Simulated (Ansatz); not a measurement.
# NaSnF3 (model cell, started as cubic perovskite with Sn in the octahedra): following an unstable mode, part 3 of 3

Aim: this structure of NaSnF3 (model cell, started as cubic perovskite with Sn in the octahedra) is to be tested for unstable modes, and one is followed downhill.

Ansatz 0.2.0; DFT LDA, scalar-relativistic, plane waves, PAW; PAW set soft_1.

So far. Step 5 (Energy along the mode, all amplitudes (two of the runs …): The lowest of the steps tried is at 0.32 Å, 35.2 meV/atom below the parent; the bottom of the well need not coincide with a step. Step 7 (The new phase in its own primitive cell): The largest force component left is 0.093 meV/Å and the pressure is -0.001 GPa, within the tolerances set. The cell now holds 16.39 Å³/atom. The relaxed cell has a, b, c = 4.364, 7.395, 5.078 Å (conventional setting).

The structure was built from a prototype and need not be the compound's stable phase.

**8. Modes of the new phase, k-mesh 6×6×6**

A relaxed structure may still be a saddle point, so its zone-centre modes are computed. The response to a homogeneous field gives the Born charges and the dielectric tensor.

input.yaml

```yaml
crystal:
  lattice:
    - [4.3639748474, 0.0, 0.0]
    - [0.0, 3.6975911553, 2.5391494604]
    - [0.0, -3.6975911553, 2.5391494604]
  atoms:
    - { symbol: Na, position: [0.0, 0.0456429918, 0.0456429918] }
    - { symbol: Sn, position: [0.5, 0.5467789472, 0.5467789472] }
    - { symbol: F, position: [0.5, 0.3817660283, 0.0453736174] }
    - { symbol: F, position: [0.5, 0.0453736174, 0.3817660283] }
    - { symbol: F, position: [0.0, 0.4677398717, 0.4677398717] }
kpoints:
  mp_grid: { grid: [6, 6, 6] }
hamiltonian:
  xc: lda
  pseudopotentials: { kind: paw, azcp: { folder: soft_1 }, xc_functional: pbe }
scf:
  occupations: { method: fixed }
output:
  eigenvalues: true
phonons:
  method: dfpt
  dielectric: true
  rigid_motions: translations
```

Started as:

```sh
$ ansatz run input.yaml --threads 4 --pin off --max-ram 16384MiB --backend cpu --events-out ev --progress --plain --runs-dir out
```

Numbers of over 12 decimals in the logs are rounded to 6 here.

What it wrote:

```text
[...]
Crystal: 5 atoms, lattice volume = 81.944 Å³
Basis set: ecut = 420 eV, 1619 PW (Γ), exchange–correlation on 60×60×60 points (8 copies of the dense FFT grid, shifted against one another)
Bands: 27, of which v1, the nominal top of the filled ones, is band 22 counted from 1 (21 counted from 0)
Symmetry: 4 space group operations
k-points: 112 of 216 (irreducible under 1 space group operation, time reversal used)
[...]
SCF iter   1: F=—  HF=-9735.982555 eV  |F-HF|=—  |Δ(HF+E_count)|=         —  Δρ=1.54e-1  dr2=1.65e1  ethr=3.10e-3  ⟨swp⟩=4.8  Hψ=12452  notcnv=0  defer=326
[...]
SCF iter  13: F=-9730.630056 eV  HF=-9730.630056 eV  |F-HF|=1.82e-12  |Δ(HF+E_count)|=  5.09e-11  Δρ=1.34e-7  dr2=1.22e-11  ethr=1.00e-12  ⟨swp⟩=6.7  Hψ=14906  notcnv=0
SCF 1 converged in 13 iterations: F = -9730.630056 eV  dr2 = 1.22e-11
[...]
NSCF: frozen V_eff on 2 k-points
DFPT response loops at Γ: preconditioner auto → none (the input reference at scf.mixing.eps_inf says where Resta's filter doesn't serve); β = 0.50; Broyden in place of MSR1
── the response to a field inside a basis, on 6×6×6 k-points: an SCF that follows is theirs, and a resumed run solves both again ──
Bands: 23, of which v1, the nominal top of the filled ones, is band 22 counted from 1 (21 counted from 0)
k-points: 36 of 216 (time reversal used)
[...]
Eigensolver: Dense (36 Hₖ)
SCF iter   1: F=—  HF=-9730.622076 eV  |F-HF|=—  |Δ(HF+E_count)|=         —  Δρ=5.00e-4  dr2=4.00e-5  ethr=1.00e-1
[...]
SCF iter   4: F=-9730.622057 eV  HF=-9730.622057 eV  |F-HF|=6.70e-9  |Δ(HF+E_count)|=   6.43e-7  Δρ=5.17e-6  dr2=1.72e-8  ethr=3.51e-9
SCF 1 converged in 4 iterations: F = -9730.622057 eV  dr2 = 1.72e-8
[...]
SCF converged after 13 iterations
Free energy (F): -9730.630056 eV
[...]
Internal energy: -9730.630056 eV  (E = F + TS)
E sigma→0 (E₀):  -9730.630056 eV
Fermi energy:    4.275406 eV
[...]
--- Band table (eV; the first three rows and the last of 112) ---
  k-point 0: bands = [... 18 lower, 0.5486, 0.9091, 1.1067, 1.8020, 8.6665, 10.4502, 10.6144, 10.7628, ... 1 higher]
  k-point 1: bands = [... 18 lower, 0.5555, 0.8760, 1.0259, 2.3021, 8.4846, 10.0896, 10.7325, 11.0231, ... 1 higher]
  k-point 2: bands = [... 18 lower, 0.5786, 0.7996, 1.1340, 3.0889, 7.9420, 10.2052, 10.6658, 11.1385, ... 1 higher]
  k-point 111: bands = [... 18 lower, 0.7189, 0.9560, 1.2006, 4.1304, 7.9038, 8.5691, 10.6331, 10.9835, ... 1 higher]
--- Phonons (Γ-DFPT): 12 representative perturbations + reference, on 112 of 216 k-points (Σ response iterations 41) ---
  k mesh reduced under 1 symmetry operation, with k and −k counted as one. Each operation leaves every solved perturbation unchanged. A smaller set is not considered because the run solves the response to a homogeneous field
  ASR residual: 1.038e-4 → 0.000e0 eV/Å²; symmetrization residual: 7.709e-6 eV/Å²
  ASR residual per site (eV/Å²): 4.01e-5 9.47e-5 7.05e-5 7.05e-5 1.04e-4
[...]
ε∞ (high-frequency dielectric tensor):
        3.248822    -0.000000     0.000000
       -0.000000     2.990200     0.000000
        0.000000     0.000000     2.848182
  softest optical mode at Γ: -93.06 cm⁻¹; the repairs (sum rule, projections) moved no ω² at Γ by more than (1.78 cm⁻¹)²
  Born effective charges Z* (e; rows j = field, columns β = displacement):
    site 0:
         1.30009    0.00000   -0.00000
         0.00000    0.97467    0.00000
         0.00000    0.00000    1.24045
    site 1:
         3.21613   -0.00000    0.00000
        -0.00000    3.26328    0.00000
         0.00000    0.00000    2.73449
    site 2:
        -0.60080    0.00000   -0.00000
        -0.00000   -1.90216    0.88396
        -0.00000    0.67085   -1.64805
    site 3:
        -0.60080   -0.00000   -0.00000
        -0.00000   -1.90216   -0.88396
        -0.00000   -0.67085   -1.64805
    site 4:
        -3.31462    0.00000    0.00000
         0.00000   -0.43363   -0.00000
        -0.00000   -0.00000   -0.67883
  Z* charge neutrality: 4.042e-3 e pre-enforcement
  solved inside a basis spanned on kpoints, on 6×6×6 k-points, its susceptibility summed on 10×10×10: ε∞ is read to err by 7.8e-3, Z* by 2.8e-2 e (field_mesh: kpoints solves on kpoints); Z* is corrected for what the basis lacks
  optical modes at Γ without the LO–TO term, one row a degenerate level:
      ω (cm⁻¹)  modes    IR ((D/Å)²/amu)
        -93.06      1             4.3053
        -58.92      1             0.9321
        -44.72      1             0.0000
         49.81      1             0.4818
        134.19      1             6.1517
        157.99      1             0.3381
        158.04      1             1.4261
        241.72      1            13.2814
        252.79      1             2.0067
        290.29      1             3.1799
        295.32      1             6.3710
        367.13      1             4.6338
  optical modes at Γ + LO–TO along q̂ = [1.0000, 0.0000, 0.0000]:
      ω (cm⁻¹)  modes    IR ((D/Å)²/amu)
        -58.92      1             0.9321
        -44.72      1             0.0000
         49.81      1             0.4818
         52.12      1             0.4076
        134.19      1             6.1517
        158.04      1             1.4261
        160.60      1             0.0308
        252.79      1             2.0067
        290.29      1             3.1799
        295.32      1             6.3710
[...]
optical modes at Γ + LO–TO along q̂ = [0.0000, 1.0000, 0.0000]:
      ω (cm⁻¹)  modes    IR ((D/Å)²/amu)
[...]
optical modes at Γ + LO–TO along q̂ = [0.0000, 0.0000, 1.0000]:
      ω (cm⁻¹)  modes    IR ((D/Å)²/amu)
        -93.06      1             4.3053
        -58.92      1             0.9321
        -44.72      1             0.0000
         49.81      1             0.4818
        134.19      1             6.1517
        157.99      1             0.3381
        173.83      1             0.2169
        241.72      1            13.2814
        263.51      1             0.1464
        295.32      1             6.3710
        319.35      1             0.7454
        457.24      1            10.1379
```

Wall time 1.8 min (4 threads of Arm Neoverse V2, shared host); peak memory 1.2 GiB.

Numbers from this step:

- sum-rule residual before enforcement: 1.04e-4 eV/Å²
- miss of the charge sum rule: 0.004042 e
- estimated error of the dielectric tensor: 0.007821
- estimated error of the Born charges: 0.02790 e
- point group: mm2
- highest optical mode at the zone centre (no LO-TO term): 367.1 cm⁻¹
- lowest optical zone-centre mode: -93.06 cm⁻¹
- mean high-frequency dielectric constant: 3.029
- largest Born charge (third of the trace): 3.071 e
- top of the zone-centre spectrum with the field: 457.2 cm⁻¹

Without the LO-TO term. Patterns of degenerate modes are one choice out of their space. The modes at Γ (shares of kinetic energy by element, %) (negative means imaginary):

```csv
mode,frequency (cm⁻¹),symmetry,Na %,Sn %,F %
1,-93.1,B1,74,0,26
2,-58.9,B2,85,5,9
3,-44.7,A2,0,0,100
4,0.0,acoustic,12,60,29
5,0.0,acoustic,12,60,29
6,0.0,acoustic,12,60,29
7,49.8,B2,2,2,97
8,134.2,B2,1,31,68
9,158.0,B1,14,29,56
10,158.0,A1,40,5,55
11,241.7,B1,1,11,89
12,252.8,A1,12,29,59
13,290.3,A1,36,1,63
14,295.3,B2,1,2,97
15,367.1,A1,0,5,95
```

Displacements in mode 1 (-93.1 cm⁻¹), the largest set to 1:
```
Na1  1.00  0.00  0.00
Sn2 -0.02  0.00  0.00
F3  -0.44  0.00  0.00
F4  -0.44  0.00  0.00
F5  -0.20  0.00  0.00
```

Displacements in mode 14 (295.3 cm⁻¹), the largest set to 1:
```
Na1  0.00 -0.11  0.00
Sn2  0.00 -0.09  0.00
F3   0.00  0.35 -1.00
F4   0.00  0.35  1.00
F5   0.00 -0.01  0.00
```

Optical modes at the zone centre, without and with the macroscopic field of the longitudinal modes; each column is sorted by frequency, so a row need not hold one and the same mode. Modes with and without the field, by row:

```csv
rank among optical modes,no field (cm⁻¹),"q along (1, 0, 0) (cm⁻¹)","q along (0, 1, 0) (cm⁻¹)","q along (0, 0, 1) (cm⁻¹)"
1,-93.1,-58.9,-93.1,-93.1
2,-58.9,-44.7,-44.7,-58.9
3,-44.7,49.8,-43.9,-44.7
4,49.8,52.1,59,49.8
5,134.2,134.2,158,134.2
6,158,158,158,158
7,158,160.6,210.8,173.8
8,241.7,252.8,241.7,241.7
9,252.8,290.3,252.8,263.5
10,290.3,295.3,290.3,295.3
11,295.3,367.1,367.1,319.4
12,367.1,435.7,423.7,457.2
```

Born charge (rows field, columns displacement) (e), principal values of the symmetric part by kind of site:

```csv
atom,atoms with these values,low,middle,high,mean
Na1,1,0.97,1.24,1.30,1.17
Sn2,1,2.73,3.22,3.26,3.07
F3,2,-2.56,-0.99,-0.60,-1.38
F5,1,-3.31,-0.68,-0.43,-1.48
```

In full for Na1:

```
1.30 0.00 0.00
0.00 0.97 0.00
0.00 0.00 1.24
```

High-frequency dielectric tensor:

```
3.25 0.00 0.00
0.00 2.99 0.00
0.00 0.00 2.85
```

Transverse modes; imaginary modes are left out. Lines of the infrared spectrum (strongest = 100):

```csv
position (cm⁻¹),lines merged,relative intensity
50,1,3.6
134,1,46
158,2,13
242,1,100
253,1,15
290,1,24
295,1,48
367,1,35
```

Before it was imposed, the acoustic sum rule was missed by 1.0e-4 eV/Å² and the charge sum rule by 0.0040 e. Small misses are needed for a sound result but don't prove that mesh and cutoff are converged. The lowest optical mode is imaginary, 93.1i cm⁻¹, so the energy falls along it.

**9. Summary of results**

```yaml
unstable_mode_of_the_parent: q = (0, 0, 0), 193i cm⁻¹
depth_at_the_lowest_point_sampled: 35.2 meV/atom
largest_atomic_shift_at_that_point: 0.32 Å
space_group_reached_within_0p01_a: Amm2
energy_gained_over_the_parent_first_relaxation_on_the_mesh_of_the_frozen_mode: 166 meV/atom
volume_per_atom_phase_reached: 16.4 Å³
gap_on_the_k_mesh_phase_reached: 3.05 eV
lowest_optical_zone_centre_mode_phase_reached: -93.1 cm⁻¹
highest_optical_mode_at_the_zone_centre_no_lo_to_term_phase_reached: 367 cm⁻¹
```

**Reading.** Along this mode the structure falls into Amm2, 166 meV/atom below the parent. At the parent's cell the well is 35.23 meV/atom deep on the steps tried, with its lowest point at a shift of 0.32 Å. Relaxing atoms and cell changes the gain by +130.77 meV/atom against the lowest step (energies at zero smearing). Most of the total comes from this relaxation. The new phase still has an imaginary mode at the zone centre of its cell, so it is a saddle point on the way to a lower structure. Of the 6 patterns followed to their end from this parent, this one ends 18.7 meV/atom above the lowest, R3m. Each path keeps the symmetry of its pattern, so a lower phase may lie along a pattern not tried. Spin-orbit coupling is left out, which can matter for the heavy elements here. The PAW files were made for PBE and serve the other functionals too. The starting cell was built on a prototype and not taken from a measurement, so the phase need not exist.

[Logs are printed without paths, hosts, clocks, repeated set-up lines and the standing remarks that a program may print on its own settings, such as how far it seeks lower states.]

[Hosts, paths, dates, database ids (printed as entryN), source tags and the programs' standing remarks are cut or masked in the printed files.]
